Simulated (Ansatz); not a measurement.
# AlOs (Pm-3m): the cell at rest

Wanted: the relaxed cell of AlOs (Pm-3m).

Calculated with Ansatz 0.2.0; DFT PBEsol, scalar-relativistic, plane waves, PAW; PAW set soft_1.

### 1. Set-up

Symmetry: Pm-3m, No. 221, cubic system. The conventional cell has a = 2.998 Å, b = 2.998 Å, c = 2.998 Å, α = 90.00°, β = 90.00°, γ = 90.00°. Nearest to Al lie 8 Os at 2.60 Å. Os has 8 Al at 2.60 Å nearest. Farther neighbours are not listed.

### 2. A coarse first look

A quick single point on a coarse mesh tells whether the cell has a gap and how far it is from rest, which sets the k mesh and smearing that follow.

The input, input.yaml:

```yaml
crystal:
  lattice:
    - [2.99791198, 0.0, 0.0]
    - [0.0, 2.99791198, 0.0]
    - [0.0, 0.0, 2.99791198]
  atoms:
    - { symbol: Al, position: [0.0, 0.0, 0.0] }
    - { symbol: Os, position: [0.5, 0.5, 0.5] }
kpoints:
  mp_grid: { grid: [6, 6, 6] }
hamiltonian:
  xc: pbesol
  pseudopotentials: { kind: paw, azcp: { folder: soft_1 }, xc_functional: pbe }
scf:
  occupations: { method: gaussian, width: 0.1 }
output:
  forces: true
  stress: true
  eigenvalues: true
```

On the command line:

```bash
$ ansatz run input.yaml --threads 4 --pin off --max-ram 10240MiB --backend cpu --events-out ev --progress --plain --runs-dir out
```

Numbers of over 12 decimals in the logs are rounded to 6 here.

Output:

```text
Engine: ansatz 0.2.0, aarch64-unknown-linux-gnu
Pseudopotentials: kind: paw
Pseudopotential: Al, paw, valence charge 3, recommended cutoff 420 eV (normal), soft_1/Al.paw.azcp
Pseudopotential: Os, paw, valence charge 16, recommended cutoff 420 eV (normal), soft_1/Os.paw.azcp
Functional definition: PBEsol
  exchange = pbesol_x
  correlation = pbesol_c
Crystal: 2 atoms, lattice volume = 26.944 Å³
[...]
--- Band table (eV; the first three rows and the last of 20) ---
  k-point 0: bands = [... 6 lower, 13.2930, 17.9006, 17.9006, 17.9006, 23.0003, 23.0003, 23.0003, 28.9311]
  k-point 1: bands = [... 6 lower, 13.4928, 17.1360, 17.1360, 17.9831, 21.2423, 24.1371, 24.1371, 27.4306]
  k-point 2: bands = [... 6 lower, 13.9426, 16.0616, 16.0616, 18.1547, 19.8931, 25.2667, 26.2973, 26.2973]
  k-point 19: bands = [... 6 lower, 12.2213, 19.6057, 19.8131, 19.8131, 20.9620, 20.9620, 20.9620, 26.0787]
[key lines of the parts left out:]
SCF converged after 6 iterations
Free energy (F): -11777.622520 eV
Fermi energy:    17.484130 eV
P = ⅓ Tr σ = -1.5857 GPa (-15.857 kbar)
```

It took 0.94 s on 4 threads of Arm Neoverse V1, shared host; peak memory 0.27 GiB.

Numbers from this step:

```
pressure          : -1.586 GPa
volume per atom   : 13.47 Å³
gap on the k-mesh : 0 eV
```

The coarse mesh shows no gap and a pressure of -1.6 GPa.

### 3. Relaxation

The cell and atoms are relaxed, since residual forces and stress would shift the frequencies.

input.yaml, the sections that differ from step 2:

```yaml
kpoints:
  mp_grid: { grid: [14, 14, 14] }
output:
  forces: true
  stress: true
  eigenvalues: true
  write_density: true
  write_potential: true
  elf: true
  volumetric_format: npy
relax:
  adjacent_minimum: "off"
  f_tol: 0.005
  max_steps: 80
  cell: { stress_tol: 0.05 }
# crystal, hamiltonian, scf: as in step 2
```

Output:

```text
[...]
Crystal: 2 atoms, lattice volume = 26.944 Å³
Basis set: ecut = 420 eV, 515 PW (Γ), exchange–correlation on 48×48×48 points (8 copies of the dense FFT grid, shifted against one another)
Bands: 14, of which v1, the nominal top of the filled ones, is band 10 counted from 1 (9 counted from 0)
Symmetry: 48 space group operations
[...]
k-points: 120 of 2744
[...]
SCF iter   1: F=—  HF=-11777.786403 eV  |F-HF|=—  |Δ(HF+E_count)|=         —  Δρ=4.79e-2  dr2=4.67e-1  ethr=3.10e-3  ⟨swp⟩=4.4  Hψ=7934  notcnv=0
[...]
SCF iter   6: F=-11777.588862 eV  HF=-11777.588862 eV  |F-HF|=3.04e-9  |Δ(HF+E_count)|=   2.19e-8  Δρ=3.50e-6  dr2=3.48e-9  ethr=4.04e-10  ⟨swp⟩=6.2  Hψ=9705  notcnv=0
the search or the solves at the SCF's close seem to have found levels that the self-consistency loop had missed (the run counts 1). By its estimate they hold under 1e-12 electrons; where the run keeps them, the occupations were computed again with them
SCF 1 converged in 6 iterations: F = -11777.588862 eV  dr2 = 3.48e-9
[...]
relax step   1: F+E_penalty+E_count = -11777.58886213 eV  Δ(F+E_penalty+E_count) = +0.000e0 eV  max|allowed force component| = 4.289e-30 eV/Å  Δτ_max = 0.0000 Å  P = -1.347 GPa  Ω = 26.944 Å³  (6 SCF iters, dr2 threshold 1.00e-7 eV, accepted)
Crystal: 2 atoms, lattice volume = 26.724 Å³
Basis set: ecut = 420 eV, 485 PW (Γ), exchange–correlation on 48×48×48 points (8 copies of the dense FFT grid, shifted against one another)
[...]
iter 1 solved again at ethr=1.77e-7 eV; its pass at ethr=3.10e-3 eV (dr2=3.36e-5 eV) is discarded
[...]
SCF iter   6: F=-11777.589402 eV  HF=-11777.589402 eV  |F-HF|=3.64e-12  |Δ(HF+E_count)|=  9.09e-12  Δρ=1.79e-8  dr2=5.20e-14  ethr=1.00e-12  ⟨swp⟩=3.1  Hψ=6113  notcnv=0
SCF 2 converged in 6 iterations: F = -11777.589402 eV  dr2 = 5.20e-14
relax step   2: F+E_penalty+E_count = -11777.58940162 eV  Δ(F+E_penalty+E_count) = -5.395e-4 eV  max|allowed force component| = 3.279e-30 eV/Å  Δτ_max = 0.0000 Å  P = +0.704 GPa  Ω = 26.724 Å³  energy of the carried Pulay correction = +8.749e-5 eV  (6 SCF iters, dr2 threshold 2.00e-7 eV, accepted)
Crystal: 2 atoms, lattice volume = 26.799 Å³
[...]
SCF iter   6: F=-11777.589535 eV  HF=-11777.589535 eV  |F-HF|=0.00e0  |Δ(HF+E_count)|=  9.09e-12  Δρ=7.14e-9  dr2=8.57e-15  ethr=1.00e-12  ⟨swp⟩=3.0  Hψ=5755  notcnv=0
SCF 3 converged in 6 iterations: F = -11777.589535 eV  dr2 = 8.57e-15
relax step   3: F+E_penalty+E_count = -11777.58953464 eV  Δ(F+E_penalty+E_count) = -1.330e-4 eV  max|allowed force component| = 5.128e-30 eV/Å  Δτ_max = 0.0000 Å  P = -0.006 GPa  Ω = 26.799 Å³  energy of the carried Pulay correction = +5.755e-5 eV  (6 SCF iters, dr2 threshold 2.00e-7 eV, accepted)
[...]
SCF iter   7: F=-11777.589472 eV  HF=-11777.589472 eV  |F-HF|=5.46e-12  |Δ(HF+E_count)|=  1.82e-12  Δρ=2.33e-10  dr2=1.06e-17  ethr=1.00e-12  ⟨swp⟩=2.0  Hψ=4321  notcnv=0
SCF 4 converged in 7 iterations: F = -11777.589472 eV  dr2 = 1.06e-17
relax step   4: F+E_penalty+E_count = -11777.58947167 eV  Δ(F+E_penalty+E_count) = +6.297e-5 eV  max|allowed force component| = 5.843e-30 eV/Å  Δτ_max = 0.0000 Å  P = -0.007 GPa  Ω = 26.799 Å³  stress off target by 7.10e-3 GPa  SCF on the basis re-selected at this cell (its energy is not comparable with the rows above)  (7 SCF iters)
basis re-selected at this cell: Δ(F+E_penalty+E_count) = +6.297e-5 eV, ΔP = -0.001 GPa vs the last step (what re-selecting the basis moved, of the pressure what is left beyond the Pulay correction that the steps carried, after the strain that the cell walked since its last selection, with what the two solves' SCF thresholds leave and, on support functions, any second-order correction that the steps lacked; it is no m [...]
SCF converged after 7 iterations
Free energy (F): -11777.589472 eV
[...]
Internal energy: -11777.583595 eV  (E = F + TS)
E sigma→0 (E₀):  -11777.586533 eV
Entropy (-TS):   -0.005877 eV (-2.939 meV/atom)
Fermi energy:    17.548298 eV
[...]
--- Stress (GPa, compression-positive) ---
       -0.007097      -0.000000      -0.000000
       -0.000000      -0.007097      -0.000000
       -0.000000      -0.000000      -0.007097
  P = ⅓ Tr σ = -0.0071 GPa (-0.071 kbar)
--- Band table (eV; the first three rows and the last of 120) ---
  k-point 0: bands = [... 6 lower, 13.3431, 17.9862, 17.9862, 17.9862, 23.1457, 23.1457, 23.1457, 29.0779]
  k-point 1: bands = [... 6 lower, 13.3853, 17.8126, 17.8126, 18.0025, 22.6903, 23.3882, 23.3882, 28.7318]
  k-point 2: bands = [... 6 lower, 13.4924, 17.3877, 17.3877, 18.0485, 21.7168, 24.0186, 24.0186, 27.8942]
  k-point 119: bands = [... 6 lower, 12.2902, 19.7699, 19.9007, 19.9007, 21.0790, 21.0790, 21.0790, 26.2433]
--- Relaxed structure (3 steps of the walk, 3 accepted, 1 SCFs on fresh bases) ---
  F+E_penalty+E_count = -11777.58947167 eV   max|allowed force component| = 5.843e-30 eV/Å   (the final SCF, on the basis selected at the relaxed cell)
  cell:  # Å, volume = 26.7988 Å³
    - [2.992528, 0, 0]
    - [0, 2.992528, 0]
    - [0, 0, 2.992528]
  atoms:
    - { symbol: Al, position: [0, 0, 0] }
    - { symbol: Os, position: [0.5, 0.5, 0.5] }
```

Run time: 3.8 s. Hardware: 4 threads; peak memory 0.35 GiB.

Step by step:

| step | energy less that of the first step (eV) | largest force component (eV/Å) | pressure (GPa) | volume (Å³) |
| --- | --- | --- | --- | --- |
| 1 | 0.0000 | 0.0000 | -1.35 | 26.94 |
| 2 | -0.0005 | 0.0000 | 0.70 | 26.72 |
| 3 | -0.0007 | 0.0000 | -0.01 | 26.80 |
| 4* | -0.0006 | 0.0000 | -0.01 | 26.80 |

Relaxation steps marked * repeat the geometry before them on a plane-wave basis chosen anew for their cell, so energy and pressure can jump there.

Forces are held to the 48 operations that the run works with; a distortion that breaks them can't arise in this run.

| conventional cell, symmetrised | before | after | change |
| --- | --- | --- | --- |
| a (Å) | 2.998 | 2.993 | -0.2 % |
| b (Å) | 2.998 | 2.993 | -0.2 % |
| c (Å) | 2.998 | 2.993 | -0.2 % |
| volume (Å³/atom) | 13.47 | 13.40 | -0.5 % |

The relaxed structure:

```xyz
2
Lattice="2.9925 0.0000 0.0000 0.0000 2.9925 0.0000 0.0000 0.0000 2.9925" Properties=species:S:1:pos:R:3 pbc="T T T"
Al    0.0000    0.0000    0.0000
Os    1.4963    1.4963    1.4963
```

Numbers from this step:

| Item | Value |
| --- | --- |
| pressure | -0.007097 GPa |
| volume per atom | 13.40 Å³ |

Electrostatic potential energy in the ac plane at fractional y = 0.000, with atoms of Al within 0.2 Å of it. With pseudopotentials it is smooth inside the atoms' cores, unlike the true potential.

Ten even steps from '_' (1 eV) to '@' (28 eV):
```
@@@@==____--++****++--____==@@
++==..__..==++****++==..__..==
..______--++********++--______
____..--++++********++++--..__
----==++++************++++==--
++++++********************++++
******************************
******************************
++++++********************++++
----==++++************++++==--
____..--++++********++++--..__
..______--++********++--______
++==..__..==++****++==..__..==
@@@@==____--++****++--____==@@
@@@@++..__--++****++--__..++@@
```
Columns run along a (3.0 Å; values clipped at the 3rd and 97th percentile), rows up along c (3.0 Å). Atoms in or near the plane, at fractional coordinates: Al at (0.00, 0.00).

Valence density in the ac plane at fractional y = 0.000, with atoms of Al within 0.2 Å of it. It is the smooth field of the valence electrons, not physical close to the nuclei.

Ten even steps from '0' (0.05 e/Å³) to '9' (0.33 e/Å³):
```
001356655665310
012566666666521
335677777777653
556788877888765
666788888888766
566788999988766
556778999987765
556778999987765
566788999988766
666788888888766
556788877888765
335677777777653
012566666666521
001356655665310
000356555565300
```
Columns run along a (3.0 Å), rows up along c (3.0 Å). Atoms in or near the plane, at fractional coordinates: Al at (0.00, 0.00).

ELF in the ac plane at fractional y = 0.000, with atoms of Al within 0.2 Å of it. It is the smooth field of the valence electrons, not physical close to the nuclei.

Values, 15 rows by 15 columns:
```
0.12 0.03 0.02 0.10 0.28 0.37 0.37 0.35 0.35 0.37 0.37 0.28 0.10 0.02 0.03
0.00 0.02 0.07 0.23 0.39 0.43 0.41 0.38 0.38 0.41 0.43 0.39 0.23 0.07 0.02
0.07 0.10 0.23 0.40 0.48 0.48 0.43 0.40 0.40 0.43 0.48 0.48 0.40 0.23 0.10
0.23 0.28 0.39 0.48 0.50 0.48 0.44 0.42 0.42 0.44 0.48 0.50 0.48 0.39 0.28
0.35 0.37 0.43 0.48 0.48 0.46 0.44 0.42 0.42 0.44 0.46 0.48 0.48 0.43 0.37
0.35 0.37 0.41 0.43 0.44 0.44 0.43 0.42 0.42 0.43 0.44 0.44 0.43 0.41 0.37
0.34 0.35 0.38 0.40 0.42 0.42 0.42 0.42 0.42 0.42 0.42 0.42 0.40 0.38 0.35
0.34 0.35 0.38 0.40 0.42 0.42 0.42 0.42 0.42 0.42 0.42 0.42 0.40 0.38 0.35
0.35 0.37 0.41 0.43 0.44 0.44 0.43 0.42 0.42 0.43 0.44 0.44 0.43 0.41 0.37
0.35 0.37 0.43 0.48 0.48 0.46 0.44 0.42 0.42 0.44 0.46 0.48 0.48 0.43 0.37
0.23 0.28 0.39 0.48 0.50 0.48 0.44 0.42 0.42 0.44 0.48 0.50 0.48 0.39 0.28
0.07 0.10 0.23 0.40 0.48 0.48 0.43 0.40 0.40 0.43 0.48 0.48 0.40 0.23 0.10
0.00 0.02 0.07 0.23 0.39 0.43 0.41 0.38 0.38 0.41 0.43 0.39 0.23 0.07 0.02
0.12 0.03 0.02 0.10 0.28 0.37 0.37 0.35 0.35 0.37 0.37 0.28 0.10 0.02 0.03
0.55 0.12 0.00 0.07 0.23 0.35 0.35 0.34 0.34 0.35 0.35 0.23 0.07 0.00 0.12
```
Columns run along a (3.0 Å), rows up along c (3.0 Å). Atoms in or near the plane, at fractional coordinates: Al at (0.00, 0.00).

In this step the volume went from 13.47 to 13.40 Å³/atom.

### 4. Relaxing to small forces for the phonons

Phonons need a cell at rest on their own settings, so the relaxation is repeated with tight tolerances on forces and stress, using the mesh and the filling of the phonon run that follows.

The input, input.yaml:

```yaml
crystal:
  lattice:
    - [2.9925277319, 0.0, 0.0]
    - [0.0, 2.9925277319, 0.0]
    - [0.0, 0.0, 2.9925277319]
  atoms:
    - { symbol: Al, position: [0.0, 0.0, 0.0] }
    - { symbol: Os, position: [0.5, 0.5, 0.5] }
kpoints:
  mp_grid: { grid: [16, 16, 16] }
hamiltonian:
  xc: pbesol
  pseudopotentials: { kind: paw, azcp: { folder: soft_1 }, xc_functional: pbe }
scf:
  occupations: { method: methfessel_paxton, width: 0.2 }
output:
  forces: true
  stress: true
  eigenvalues: true
relax:
  adjacent_minimum: "off"
  f_tol: 0.001
  max_steps: 60
  cell: { stress_tol: 0.01 }
```

Output:

```text
[...]
Crystal: 2 atoms, lattice volume = 26.799 Å³
Basis set: ecut = 420 eV, 515 PW (Γ), exchange–correlation on 48×48×48 points (8 copies of the dense FFT grid, shifted against one another)
Bands: 14, of which v1, the nominal top of the filled ones, is band 10 counted from 1 (9 counted from 0)
[... 1 set-up line as in the run before ...]
[...]
k-points: 165 of 4096
[...]
k-point 164: bands = [... 6 lower, 12.2922, 19.7715, 19.8990, 19.8990, 21.0755, 21.0755, 21.0755, 26.2415]
--- Relaxed structure (2 steps of the walk, 2 accepted, 1 SCFs on fresh bases) ---
[...]
cell:  # Å, volume = 26.8014 Å³
    - [2.992625, 0, 0.0]
    - [0, 2.992625, 0.0]
    - [0.0, 0.0, 2.992625]
  atoms:
    - { symbol: Al, position: [0, 0, 0] }
    - { symbol: Os, position: [0.5, 0.5, 0.5] }
[key lines of the parts left out:]
SCF converged after 3 iterations
Free energy (F): -11777.580786 eV
Fermi energy:    17.567579 eV
P = ⅓ Tr σ = -0.0080 GPa (-0.080 kbar)
```

Elapsed: 3.3 s, on 4 threads; peak memory 0.37 GiB.

Little changed from the start: no atom moved by 0.005 Å and no cell edge by 0.1 %.

Numbers from this step:

* pressure: -0.008011 GPa

The forces vanish by symmetry and the pressure is -0.008 GPa, within the tolerances set. The cell now holds 13.40 Å³/atom.

### 5. What came out

- space group after relaxation (within 0.01 Å): Pm-3m
- lattice constant a: 2.993 Å
- lattice constant b: 2.993 Å
- lattice constant c: 2.993 Å
- volume per atom: 13.4 Å³

The forces vanish by symmetry and the pressure is -0.008 GPa, within the tolerances set. The cell now holds 13.40 Å³/atom. The relaxation keeps the symmetry of its start, so it says nothing on stability against lower symmetry. The runs are without spin polarisation, although the cell has an odd electron count. Spin-orbit coupling is left out, which can matter for the heavy elements here. The PAW files were made for PBE and serve the other functionals too.

[Logs are printed without paths, hosts, clocks, repeated set-up lines and the standing remarks that a program may print on its own settings, such as how far it seeks lower states.]

[Hosts, paths, dates, database ids (printed as entryN), source tags and the programs' standing remarks are cut or masked in the printed files.]
